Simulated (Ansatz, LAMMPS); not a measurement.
# Amorphous 83SiO2-17PbO (mol %) (150 atoms) under strain, part 3 of 4

Aim: relax amorphous 83SiO2-17PbO (mol %) (150 atoms), then change its volume and shape to read moduli from the stress.

Ansatz 0.2.0; Kohn-Sham DFT, PBE, PAW (set soft_2), plane waves.

The cell: 44 Si, 9 Pb and 97 O. The quench rate of 50 K/ps is many orders above laboratory rates. The starting topology of bonds comes from the classical model. Only the Γ point is sampled. The levels lack spin–orbit coupling.

So far. Step 8 (Volume +6 %): The relaxation converged after 13 steps, 2.20 eV below its start, with a largest force component of 0.024 eV/Å. Step 8 (Volume +6 %): Volume +6 %: the energy stands 1.18 eV above that of the reference, at a pressure of -2.78 GPa.

### Step 9. Volume -10 %

The relaxed cell is scaled to another volume.

input.yaml reads:

```yaml
crystal:
  lattice:
    - [12.60143, 0.32276, -0.16428]
    - [0.32276, 12.81863, -0.08451]
    - [-0.16428, -0.08451, 12.39154]
  atoms:
    [... the 150 atom lines of step 4 ...]
kpoints:
  mp_grid: { grid: [1, 1, 1] }
hamiltonian:
  xc: pbe
scf:
  occupations: { method: gaussian, width: 0.025 }
output:
  forces: true
  eigenvalues: true
  stress: true
relax:
  f_tol: 0.05
  max_steps: 70
```

The run is started by

```sh
ansatz run input.yaml --threads 8 --pin off --max-ram 15872MiB --backend cpu --events-out ev --progress --plain --runs-dir out
```

Numbers of over 12 decimals in the logs are rounded to 6 here.

The program printed:

```text
[...]
Crystal: 150 atoms, lattice volume = 1999.926 Å³
Basis set: ecut = 420 eV, 39071 PW (Γ), exchange–correlation on 180×180×180 points (8 copies of the dense FFT grid, shifted against one another)
Bands: 592, of which v1, the nominal top of the filled ones, is band 442 counted from 1 (441 counted from 0)
Symmetry: 1 space group operations
[...]
k-points: 1
[...]
SCF iter   1: F=—  HF=-190303.136560 eV  |F-HF|=—  |Δ(HF+E_count)|=         —  Δρ=2.21e-3  dr2=1.33e-1  ethr=1.77e-3  ⟨swp⟩=7.0  Hψ=2932  notcnv=0  defer=109
[...]
SCF iter   5: F=—  HF=-190303.124163 eV  |F-HF|=—  |Δ(HF+E_count)|=   1.70e-5  Δρ=9.06e-5  dr2=1.54e-4  ethr=8.61e-8  ⟨swp⟩=2.0  Hψ=954  notcnv=0  defer=146
SCF iter   6: F=-190303.124177 eV  HF=-190303.124174 eV  |F-HF|=3.59e-6  |Δ(HF+E_count)|=   1.12e-5  Δρ=2.71e-5  dr2=1.48e-5  ethr=7.07e-9  ⟨swp⟩=13.0  Hψ=4138  notcnv=0
SCF 1 converged in 6 iterations: F = -190303.124177 eV  dr2 = 1.48e-5
[...]
relax step   1: F+E_penalty+E_count = -190303.12417733 eV  Δ(F+E_penalty+E_count) = +0.000e0 eV  max|allowed force component| = 1.907e0 eV/Å  Δτ_max = 0.0000 Å  (6 SCF iters, dr2 threshold 6.25e-5 eV, accepted)
[...]
relax step   2: F+E_penalty+E_count = -190307.32973250 eV  Δ(F+E_penalty+E_count) = -4.206e0 eV  max|allowed force component| = 1.354e0 eV/Å  Δτ_max = 0.1991 Å  (7 SCF iters, dr2 threshold 1.00e-4 eV, accepted)
[...]
relax step   3: F+E_penalty+E_count = -190310.25185517 eV  Δ(F+E_penalty+E_count) = -2.922e0 eV  max|allowed force component| = 8.923e-1 eV/Å  Δτ_max = 0.1948 Å  (8 SCF iters, dr2 threshold 1.00e-4 eV, accepted)
relax step   4: F+E_penalty+E_count = -190311.36012900 eV  Δ(F+E_penalty+E_count) = -1.108e0 eV  max|allowed force component| = 3.006e-1 eV/Å  Δτ_max = 0.2000 Å  (7 SCF iters, dr2 threshold 1.00e-4 eV, accepted)
relax step   5: F+E_penalty+E_count = -190311.63277744 eV  Δ(F+E_penalty+E_count) = -2.726e-1 eV  max|allowed force component| = 3.017e-1 eV/Å  Δτ_max = 0.2000 Å  (7 SCF iters, dr2 threshold 1.03e-5 eV, accepted)
relax step   6: F+E_penalty+E_count = -190311.91845348 eV  Δ(F+E_penalty+E_count) = -2.857e-1 eV  max|allowed force component| = 2.930e-1 eV/Å  Δτ_max = 0.2000 Å  (8 SCF iters, dr2 threshold 1.03e-5 eV, accepted)
relax step   7: F+E_penalty+E_count = -190311.99336091 eV  Δ(F+E_penalty+E_count) = -7.491e-2 eV  max|allowed force component| = 3.731e-1 eV/Å  Δτ_max = 0.2000 Å  (7 SCF iters, dr2 threshold 8.09e-5 eV, accepted)
relax step   8: F+E_penalty+E_count = -190312.00740993 eV  Δ(F+E_penalty+E_count) = -1.405e-2 eV  max|allowed force component| = 5.936e-1 eV/Å  Δτ_max = 0.2000 Å  (7 SCF iters, dr2 threshold 1.00e-4 eV, accepted)
relax step   9: F+E_penalty+E_count = -190312.09308775 eV  Δ(F+E_penalty+E_count) = -8.568e-2 eV  max|allowed force component| = 1.714e-1 eV/Å  Δτ_max = 0.1282 Å  (6 SCF iters, dr2 threshold 1.00e-4 eV, accepted)
relax step  10: F+E_penalty+E_count = -190311.98086555 eV  Δ(F+E_penalty+E_count) = +1.122e-1 eV  max|allowed force component| = 5.006e-1 eV/Å  Δτ_max = 0.2000 Å  (10 SCF iters, rejected (line search))
relax step  11: F+E_penalty+E_count = -190312.11005653 eV  Δ(F+E_penalty+E_count) = -1.697e-2 eV  max|allowed force component| = 8.244e-2 eV/Å  Δτ_max = 0.0475 Å  (10 SCF iters, accepted)
relax step  12: F+E_penalty+E_count = -190312.11937579 eV  Δ(F+E_penalty+E_count) = -9.319e-3 eV  max|allowed force component| = 1.068e-1 eV/Å  Δτ_max = 0.1000 Å  (9 SCF iters, accepted)
relax step  13: F+E_penalty+E_count = -190312.12294778 eV  Δ(F+E_penalty+E_count) = -3.572e-3 eV  max|allowed force component| = 4.113e-2 eV/Å  Δτ_max = 0.0147 Å  (5 SCF iters, dr2 threshold 2.64e-6 eV, accepted)
[...]
relax step  14: F+E_penalty+E_count = -190312.12294822 eV  Δ(F+E_penalty+E_count) = -4.390e-7 eV  max|allowed force component| = 4.120e-2 eV/Å  Δτ_max = 0.0000 Å  (4 SCF iters, accepted)
SCF converged after 4 iterations
Free energy (F): -190312.122948 eV
[...]
Internal energy: -190312.122948 eV  (E = F + TS)
E sigma→0 (E₀):  -190312.122948 eV
Fermi energy:    6.550599 eV
[...]
Σ components = -190312.122948   (vs F -190312.122948, Δ=0.00e0)
--- Forces (eV/Å), atoms counted from 1 ---
  atom   1  Si    -0.01302207    -0.01123527    -0.00891378
  atom   2  Si     0.01670944    -0.00265571    -0.00044791
  atom   3  Si     0.01464462     0.00406721     0.01862521
  atom   4  Si    -0.00819284     0.03340130    -0.02248314
[...]
atom 150  O      0.02475185    -0.01484373    -0.00521907
  max |Σ_I F_I| component: 4.03e-5 eV/Å
--- Stress (GPa, compression-positive) ---
        4.973861       0.344722       0.460924
        0.344721       5.588279       0.124529
        0.460922       0.124529       4.813725
  P = ⅓ Tr σ = 5.1253 GPa (51.253 kbar)
--- Band table (eV) ---
[...]
--- Relaxed structure (14 steps of the walk, 13 accepted, 0 SCFs on fresh bases) ---
  F+E_penalty+E_count = -190312.12294822 eV   max|allowed force component| = 4.120e-2 eV/Å
  atoms:
    - { symbol: Si, position: [0.921374, 0.860170, 0.969573] }
    - { symbol: Si, position: [0.168002, 0.914522, 0.232557] }
    - { symbol: Si, position: [0.970423, 0.073169, 0.572115] }
    - { symbol: Si, position: [0.645600, 0.051483, 0.462282] }
[...]
- { symbol: O, position: [0.718961, 0.973306, 0.385371] }
```

The job ended after 11 min (8 threads of Arm Neoverse N1, shared host; peak memory 3.3 GiB).

The relaxation converged after 14 steps, 9.00 eV below its start, with a largest force component of 0.041 eV/Å.

Volume -10 %: the energy stands 3.44 eV above that of the reference, at a pressure of 5.13 GPa.

### Step 10. Stretched by 1 % along x

The relaxed cell is strained along x alone, which gives the stiffness along x and its coupling to y and z.

input.yaml, the sections that differ from step 9:

```yaml
crystal:
  lattice:
    - [13.18238, 0.3343, -0.17015]
    - [0.33764, 13.27682, -0.08753]
    - [-0.17185, -0.08753, 12.83447]
  atoms:
    [... the 150 atom lines of step 4 ...]
# kpoints, hamiltonian, scf, output, relax: as in step 9
```

The program printed:

```text
[...]
Crystal: 150 atoms, lattice volume = 2244.362 Å³
Basis set: ecut = 420 eV, 43857 PW (Γ), exchange–correlation on 180×180×180 points (8 copies of the dense FFT grid, shifted against one another)
Bands: 592, of which v1, the nominal top of the filled ones, is band 442 counted from 1 (441 counted from 0)
Symmetry: 1 space group operations
[...]
k-points: 1
[...]
SCF iter   1: F=—  HF=-190315.358651 eV  |F-HF|=—  |Δ(HF+E_count)|=         —  Δρ=1.93e-3  dr2=1.22e-1  ethr=1.77e-3  ⟨swp⟩=6.0  Hψ=2638  notcnv=0  defer=77
[...]
SCF iter   5: F=—  HF=-190315.379768 eV  |F-HF|=—  |Δ(HF+E_count)|=   1.23e-5  Δρ=9.01e-5  dr2=1.97e-4  ethr=1.06e-7  ⟨swp⟩=2.0  Hψ=809  notcnv=0  defer=146
SCF iter   6: F=-190315.379782 eV  HF=-190315.379788 eV  |F-HF|=5.62e-6  |Δ(HF+E_count)|=   1.92e-5  Δρ=3.93e-5  dr2=3.27e-5  ethr=7.07e-9  ⟨swp⟩=12.0  Hψ=3640  notcnv=0
SCF 1 converged in 6 iterations: F = -190315.379782 eV  dr2 = 3.27e-5
[...]
relax step   1: F+E_penalty+E_count = -190315.37978189 eV  Δ(F+E_penalty+E_count) = +0.000e0 eV  max|allowed force component| = 3.571e-1 eV/Å  Δτ_max = 0.0000 Å  (6 SCF iters, dr2 threshold 6.25e-5 eV, accepted)
[...]
relax step   2: F+E_penalty+E_count = -190315.45034981 eV  Δ(F+E_penalty+E_count) = -7.057e-2 eV  max|allowed force component| = 2.176e-1 eV/Å  Δτ_max = 0.0340 Å  (6 SCF iters, dr2 threshold 7.97e-6 eV, accepted)
[...]
relax step   3: F+E_penalty+E_count = -190315.49238304 eV  Δ(F+E_penalty+E_count) = -4.203e-2 eV  max|allowed force component| = 1.193e-1 eV/Å  Δτ_max = 0.0335 Å  (7 SCF iters, dr2 threshold 2.96e-6 eV, accepted)
relax step   4: F+E_penalty+E_count = -190315.24404241 eV  Δ(F+E_penalty+E_count) = +2.483e-1 eV  max|allowed force component| = 6.299e-1 eV/Å  Δτ_max = 0.2000 Å  (8 SCF iters, dr2 threshold 4.28e-6 eV, rejected (line search))
[...]
relax step   5: F+E_penalty+E_count = -190315.50821791 eV  Δ(F+E_penalty+E_count) = -1.583e-2 eV  max|allowed force component| = 4.541e-2 eV/Å  Δτ_max = 0.0322 Å  (10 SCF iters, accepted)
SCF converged after 10 iterations
Free energy (F): -190315.508218 eV
[...]
Internal energy: -190315.508218 eV  (E = F + TS)
E sigma→0 (E₀):  -190315.508218 eV
Fermi energy:    5.118109 eV
[...]
Σ components = -190315.508218   (vs F -190315.508218, Δ=0.00e0)
--- Forces (eV/Å), atoms counted from 1 ---
  atom   1  Si    -0.02090388     0.00322078     0.00292670
  atom   2  Si    -0.00335119    -0.02554466    -0.01016866
  atom   3  Si    -0.01682774     0.03194277     0.02983059
  atom   4  Si    -0.01844016    -0.00448278    -0.00950555
[...]
atom 150  O      0.00171092     0.01967367     0.01395652
  max |Σ_I F_I| component: 3.35e-5 eV/Å
--- Stress (GPa, compression-positive) ---
       -0.818168      -0.013819      -0.058213
       -0.013818      -0.345400       0.020298
       -0.058213       0.020298      -0.258741
  P = ⅓ Tr σ = -0.4741 GPa (-4.741 kbar)
--- Band table (eV) ---
[...]
--- Relaxed structure (5 steps of the walk, 4 accepted, 0 SCFs on fresh bases) ---
  F+E_penalty+E_count = -190315.50821791 eV   max|allowed force component| = 4.541e-2 eV/Å
  atoms:
    - { symbol: Si, position: [0.925718, 0.869517, 0.967666] }
    - { symbol: Si, position: [0.163038, 0.922265, 0.239762] }
    - { symbol: Si, position: [0.983964, 0.064903, 0.576211] }
    - { symbol: Si, position: [0.649750, 0.053733, 0.470171] }
[...]
- { symbol: O, position: [0.733344, 0.993623, 0.396500] }
```

Run time: 4.1 min. Hardware: 8 threads; peak memory 3.6 GiB; 31 min of CPU time.

The relaxation converged after 5 steps, 0.128 eV below its start, with a largest force component of 0.045 eV/Å.

Stretched by 1 % along x: the energy stands 0.0540 eV above that of the reference, at a pressure of -0.474 GPa.

### Step 11. Compressed by 1 % along x

The relaxed cell is strained along x alone, which gives the stiffness along x and its coupling to y and z.

input.yaml, the sections that differ from step 10:

```yaml
crystal:
  lattice:
    - [12.92134, 0.3343, -0.17015]
    - [0.33096, 13.27682, -0.08753]
    - [-0.16845, -0.08753, 12.83447]
  atoms:
    [... the 150 atom lines of step 4 ...]
# kpoints, hamiltonian, scf, output, relax: as in step 10
```

The program printed:

```text
[...]
Crystal: 150 atoms, lattice volume = 2199.919 Å³
Basis set: ecut = 420 eV, 43039 PW (Γ), exchange–correlation on 180×180×180 points (8 copies of the dense FFT grid, shifted against one another)
Bands: 592, of which v1, the nominal top of the filled ones, is band 442 counted from 1 (441 counted from 0)
Symmetry: 1 space group operations
[...]
k-points: 1
[...]
SCF iter   1: F=—  HF=-190315.361747 eV  |F-HF|=—  |Δ(HF+E_count)|=         —  Δρ=1.94e-3  dr2=1.18e-1  ethr=1.77e-3  ⟨swp⟩=6.0  Hψ=2635  notcnv=0  defer=81
[...]
SCF iter   5: F=—  HF=-190315.381390 eV  |F-HF|=—  |Δ(HF+E_count)|=   7.86e-6  Δρ=8.77e-5  dr2=1.83e-4  ethr=9.99e-8  ⟨swp⟩=2.0  Hψ=809  notcnv=0  defer=146
SCF iter   6: F=-190315.381404 eV  HF=-190315.381409 eV  |F-HF|=4.86e-6  |Δ(HF+E_count)|=   1.92e-5  Δρ=3.81e-5  dr2=3.00e-5  ethr=7.07e-9  ⟨swp⟩=13.0  Hψ=3664  notcnv=0
SCF 1 converged in 6 iterations: F = -190315.381404 eV  dr2 = 3.00e-5
[...]
relax step   1: F+E_penalty+E_count = -190315.38140393 eV  Δ(F+E_penalty+E_count) = +0.000e0 eV  max|allowed force component| = 3.710e-1 eV/Å  Δτ_max = 0.0000 Å  (6 SCF iters, dr2 threshold 6.25e-5 eV, accepted)
[...]
relax step   2: F+E_penalty+E_count = -190315.45586326 eV  Δ(F+E_penalty+E_count) = -7.446e-2 eV  max|allowed force component| = 2.369e-1 eV/Å  Δτ_max = 0.0331 Å  (6 SCF iters, dr2 threshold 8.60e-6 eV, accepted)
[...]
relax step   3: F+E_penalty+E_count = -190315.49961993 eV  Δ(F+E_penalty+E_count) = -4.376e-2 eV  max|allowed force component| = 1.282e-1 eV/Å  Δτ_max = 0.0338 Å  (7 SCF iters, dr2 threshold 3.51e-6 eV, accepted)
relax step   4: F+E_penalty+E_count = -190315.07098192 eV  Δ(F+E_penalty+E_count) = +4.286e-1 eV  max|allowed force component| = 6.926e-1 eV/Å  Δτ_max = 0.2000 Å  (9 SCF iters, dr2 threshold 4.82e-6 eV, rejected (line search))
relax step   5: F+E_penalty+E_count = -190315.51599183 eV  Δ(F+E_penalty+E_count) = -1.637e-2 eV  max|allowed force component| = 5.594e-2 eV/Å  Δτ_max = 0.0348 Å  (11 SCF iters, accepted)
relax step   6: F+E_penalty+E_count = -190315.49379255 eV  Δ(F+E_penalty+E_count) = +2.220e-2 eV  max|allowed force component| = 1.272e-1 eV/Å  Δτ_max = 0.1000 Å  (9 SCF iters, rejected (line search))
[...]
relax step   7: F+E_penalty+E_count = -190315.52072112 eV  Δ(F+E_penalty+E_count) = -4.729e-3 eV  max|allowed force component| = 3.786e-2 eV/Å  Δτ_max = 0.0256 Å  (9 SCF iters, accepted)
SCF converged after 9 iterations
Free energy (F): -190315.520721 eV
[...]
Internal energy: -190315.520721 eV  (E = F + TS)
E sigma→0 (E₀):  -190315.520721 eV
Fermi energy:    5.372605 eV
[...]
Σ components = -190315.520721   (vs F -190315.520721, Δ=0.00e0)
--- Forces (eV/Å), atoms counted from 1 ---
  atom   1  Si    -0.00153634     0.00430645     0.00508890
  atom   2  Si     0.00132804    -0.00399854    -0.01155656
  atom   3  Si    -0.00723263    -0.00963363     0.00981265
  atom   4  Si    -0.00514091    -0.00182545     0.01351555
[...]
atom 150  O     -0.00546716    -0.00322521     0.00331180
  max |Σ_I F_I| component: 1.38e-5 eV/Å
--- Stress (GPa, compression-positive) ---
        0.810184       0.033716       0.027740
        0.033717       0.355603      -0.006646
        0.027740      -0.006647       0.256581
  P = ⅓ Tr σ = 0.4741 GPa (4.741 kbar)
--- Band table (eV) ---
[...]
--- Relaxed structure (7 steps of the walk, 5 accepted, 0 SCFs on fresh bases) ---
  F+E_penalty+E_count = -190315.52072112 eV   max|allowed force component| = 3.786e-2 eV/Å
  atoms:
    - { symbol: Si, position: [0.924454, 0.869925, 0.969728] }
    - { symbol: Si, position: [0.164722, 0.920350, 0.240156] }
    - { symbol: Si, position: [0.980257, 0.064392, 0.577339] }
    - { symbol: Si, position: [0.648180, 0.053719, 0.469933] }
[...]
- { symbol: O, position: [0.728909, 0.991754, 0.392713] }
```

Wall time 6 min (8 threads); peak memory 3.5 GiB; 46 min of CPU time.

The relaxation converged after 7 steps, 0.139 eV below its start, with a largest force component of 0.038 eV/Å.

Compressed by 1 % along x: the energy stands 0.0415 eV above that of the reference, at a pressure of 0.474 GPa.

[end of part 3 of 4]

[Logs are printed without paths, hosts, clocks, repeated set-up lines and the standing remarks that a program may print on its own settings, such as how far it seeks lower states.]

[Hosts, paths, dates, database ids (printed as entryN), source tags and the programs' standing remarks are cut or masked in the printed files.]
